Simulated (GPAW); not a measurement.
# CaGaSiH (P3m1): G0W0 with GPAW, start to end, part 2 of 2

Wanted: ground state, empty states, screening and self-energy for CaGaSiH (P3m1).

GPAW 26.7.0; LDA and many-body steps on it, plane waves. Known limits of the many-body steps: not at the basis limit; no spin-orbit coupling; coarse k mesh.

So far. Step 2 (Ground state): The gap is indirect, with the least direct gap 1.13 eV higher. Step 3 (Empty states on the mesh, 3×3×2 mesh, 92 bands): On this mesh the gap is 0.331 eV. The earlier step found 0.133 eV, so this mesh misses an edge.

**4. Screening and self-energy, 3×3×2 mesh, 82 bands, screening to 65 eV**

G0W0 replaces the xc potential by the self-energy, built once from these orbitals. Only a window of levels is corrected, while the sums run over the empty bands that the input names.

This step: G0W0 on LDA, plane waves, PAW.

Input file run.py:

```python
import json
import numpy as np
from gpaw.mpi import world
from gpaw.response.g0w0 import G0W0

gw = G0W0('full.gpw',
    filename='gw',
    kpts=[0, 1, 4],
    bands=(7, 11),
    ecut=65,
    nbands=82,
    integrate_gamma='WS',
    ppa=True)
gw.calculate()
res = {mode: {k: v for k, v in r.items() if k != 'sigma_eskwn'}
       for mode, r in gw.all_results.items()}

if world.rank == 0:
    with open('result.json', 'w') as f:
        json.dump(res, f, default=lambda x: x.tolist())
```

Command:

```console
$ mpirun -n 4 gpaw python run.py
```

Numbers of over 12 decimals in the logs are rounded to 6 here.

Output:

```text
Using integrator: PointIntegrator
FrequencyGridDescriptor(from 0.000+0.000j to 0.000+27.211j eV, 2 points)
Nonperiodic BCs:  [False False False]
Using integrator: PointIntegrator
FrequencyGridDescriptor(from 0.000+0.000j to 0.000+27.211j eV, 2 points)
Nonperiodic BCs:  [False False False]
  ___  _ _ _
 |   || | | |
 | | || | | |
 |__ ||_____|
 |___|

BZ k-points: Symmetries present (total): 6

  [... matrices ...]
18 k-points: 3 x 3 x 2 Monkhorst-Pack grid + [0.000000,0.000000,1/4]
6 k-points in the irreducible part of the Brillouin zone
       k-points in crystal coordinates                weights
   0:     0.00000000    0.00000000    0.00000000          1/18
   1:     0.00000000    0.00000000    0.50000000          1/18
   2:     0.33333333    0.00000000    0.00000000          6/18
   3:     0.33333333    0.00000000    0.50000000          6/18
   4:     0.33333333    0.33333333    0.00000000          2/18
   5:     0.33333333    0.33333333    0.50000000          2/18

Distributing spins, k-points and bands (1 x 3 x 4) over 4 processes
Number of blocks: 1

Quasi particle states:
k-points (IBZ indices): [0, 1, 4]
Band range: (7, 11)
  [... matrices ...]
Computational parameters:
Plane wave cut-off: 65 eV
Number of bands: 82
Coulomb cutoff: None
Broadening: 0.1 eV

fxc modes: GW
Kernel: RPA
Using Godby-Needs plasmon-pole approximation:
  Fitting energy: i*E0, E0 = 1.000 Hartree
Summing all q:

Calculating screened Coulomb potential
No Coulomb truncation
FrequencyGridDescriptor(from 0.000+0.000j to 0.000+27.211j eV, 2 points)
Removing empty qpoint cache files...

Calculating chi0 body with:
    Ground state adapter containing:
    Number of spins: 1
    Number of kpoints: 18
    Number of irreducible kpoints: 6
    Number of completely occupied states: 9
    Number of partially occupied states: 9
    Occupied states memory: 2.1357421875 M / cpu

    Linear response parametrization:
    q_c: [0.0, 0.0, 0.0]
    Number of frequency points: 2
    Planewave cutoff: 65.0
    Number of bands: 82
    Number of planewaves: 85
    Broadening (eta): 1e-06
    comm.size: 4
    kncomm.size: 4
    blockcomm.size: 1

    Memory estimate of potentially large arrays:
        chi0_wGG: 0.220490 M / cpu
Integrating chi0 body.

Symmetries of q_c:
    Direct symmetries (Uq -> q): 6
    Indirect symmetries (TUq -> q): 6
In total 12 allowed symmetries.

  [... matrices ...]
6 groups of equivalent kpoints. 66.666667% reduction.

Integral kind: response function
Integrating chi0 head and wings.

Symmetries of q_c:
    Direct symmetries (Uq -> q): 6
    Indirect symmetries (TUq -> q): 6
In total 12 allowed symmetries.

  [... matrices ...]
6 groups of equivalent kpoints. 66.666667% reduction.

Integral kind: response function wings

Calculating chi0 body with:
    Ground state adapter containing:
    Number of spins: 1
    Number of kpoints: 18
    Number of irreducible kpoints: 6
    Number of completely occupied states: 9
    Number of partially occupied states: 9
    Occupied states memory: 2.1357421875 M / cpu

[... the further q-points ...]

Results:
f:      Occupation numbers
eps:     KS-eigenvalues [eV]
vxc:     KS vxc [eV]
exx:     Exact exchange [eV]
sigma:   Self-energies [eV]
dsigma:  Self-energy derivatives
Z:       Renormalization factors
qp:      QP-energies [eV]

k-point 0 (0): (0.000, 0.000, 0.000)                GW
band       f     eps     vxc     exx   sigma  dsigma       Z      qp
                                                                   GW
   7   1.000   4.714 -12.885 -13.902   1.143  -0.289   0.776   4.811
   8   1.000   4.714 -12.885 -13.902   1.143  -0.289   0.776   4.811
   9   0.000   6.558 -12.732  -8.047  -3.811  -0.284   0.779   7.240
  10   0.000   8.407 -12.412  -7.269  -4.293  -0.293   0.774   9.064

k-point 1 (1): (0.000, 0.000, 0.500)                GW
band       f     eps     vxc     exx   sigma  dsigma       Z      qp
                                                                   GW
   7   1.000   5.273 -13.305 -14.490   1.200  -0.287   0.777   5.284
   8   1.000   5.611 -12.085 -12.887   0.741  -0.292   0.774   5.564
   9   0.000   6.889 -13.020  -7.680  -4.041  -0.281   0.780   7.902
  10   0.000   6.889 -13.020  -7.680  -4.041  -0.281   0.780   7.902

k-point 2 (4): (0.333, 0.333, 0.000)                GW
band       f     eps     vxc     exx   sigma  dsigma       Z      qp
                                                                   GW
   7   1.000   2.570 -12.644 -15.076   2.262  -0.306   0.766   2.440
   8   1.000   4.600 -11.932 -12.610   0.810  -0.301   0.769   4.702
   9   0.000   5.942 -11.917  -7.551  -3.522  -0.274   0.785   6.605
  10   0.000   7.628 -11.968  -6.389  -4.500  -0.282   0.780   8.470
```

Elapsed: 12 s, on 4 MPI ranks of Arm Neoverse V1, shared host; peak memory 1.2 GiB; 47 s of CPU time.

This step gave:

```yaml
g0w0_gap_on_the_points_computed: 1.041 eV
least_direct_g0w0_gap_on_the_computed_points: 1.903 eV
z_at_the_valence_top: 0.7741
z_at_the_conduction_bottom: 0.7850
starting_gap_on_the_mesh: 0.3314 eV
k_of_the_valence_top: 0, 0, 0.5
k_of_the_conduction_bottom: 0.3333, 0.3333, 0
```

The gap on the mesh goes from 0.33 eV to 1.04 eV, a correction of +0.71 eV. The start differs from the 0.13 eV found before because the two sample other k points.

Limits: finite bands, cutoff and mesh; no spin-orbit coupling; coarse k mesh. v1 is the top filled band, c1 the lowest empty one. Levels before and after the correction, in eV, zero at the valence-band top of each column:

|  | conduction bottom | valence top |
| --- | --- | --- |
| Kohn-Sham | 0.33 | 0.00 |
| G0W0 | 1.04 | 0.00 |

```
                        level  energy (eV)
Kohn-Sham        (0 0 0.5) v2       -0.338
Kohn-Sham        (0 0 0.5) v1        0.000
Kohn-Sham     (0 0 0.5) c1-c2        1.278
Kohn-Sham  (0.333 0.333 0) v2       -3.041
Kohn-Sham  (0.333 0.333 0) v1       -1.011
Kohn-Sham  (0.333 0.333 0) c1        0.331
Kohn-Sham  (0.333 0.333 0) c2        2.018
     G0W0        (0 0 0.5) v2       -0.280
     G0W0        (0 0 0.5) v1        0.000
     G0W0     (0 0 0.5) c1-c2        2.339
     G0W0  (0.333 0.333 0) v2       -3.124
     G0W0  (0.333 0.333 0) v1       -0.862
     G0W0  (0.333 0.333 0) c1        1.041
     G0W0  (0.333 0.333 0) c2        2.906
```

**5. Where the time went**

Times are wall times on 4 MPI ranks of Arm Neoverse V1, shared host, good to a factor of about two.

```csv
step,time,share,memory (GiB)
ground state,9.7 s,27 %,0.69
empty states on the mesh,14 s,39 %,0.7
screening and self-energy,12 s,33 %,1.2
```

**6. Outcome**

```json
{"LDA gap": "0.13 eV, indirect", "G0W0 gap on the mesh": "1.04 eV", "G0W0 gap over the zone (rigid shift)": "0.84 eV", "GW settings": "3×3×2 mesh, 82 bands, screening to 65 eV, Godby-Needs plasmon pole", "known limits": "not at the basis limit; no spin-orbit coupling; coarse k mesh"}
```

In words: G0W0 moves the gap on the mesh from 0.33 eV to 1.04 eV (+0.71 eV), with Z of 0.77 and 0.78 at the edges. The mesh misses the band edges by 0.20 eV in all; a rigid shift gives 0.84 eV for the zone. Only 3 of the mesh's irreducible points were corrected, so a valley elsewhere could overtake. Bands and cutoff are finite, so the gap is not at the basis limit. The miss can reach some tenths of an eV and take either sign; the mesh is an error of its own. These stock PAW sets were not made for GW; the filled d or f shell of Ga lies in the frozen core, which bears on start and correction. In the G0W0 run levels were corrected at 3 k points alone, so a gap called «on the mesh» is the least over those, and an edge elsewhere would be missed. A denser mesh or path gives a starting gap of 0.13 eV: the GW mesh misses a band edge, so its gaps are not the fundamental one. The 3×3×2 mesh is coarse for this cell, which bears on the long-range parts of exchange and screening. The many-body steps are scalar-relativistic: spin-orbit coupling is not in them.

[Paths, hosts, dates, memory and timing lines, banners, echoed tables and standing remarks are left out of the program output.]

[Logs are printed without paths, hosts, clocks, repeated set-up lines and the standing remarks that a program may print on its own settings, such as how far it seeks lower states.]

[Runs of the session that timed out or met a known fault of the program may be left out.]

[Hosts, paths, dates, database ids (printed as entryN), source tags and the programs' standing remarks are cut or masked in the printed files.]
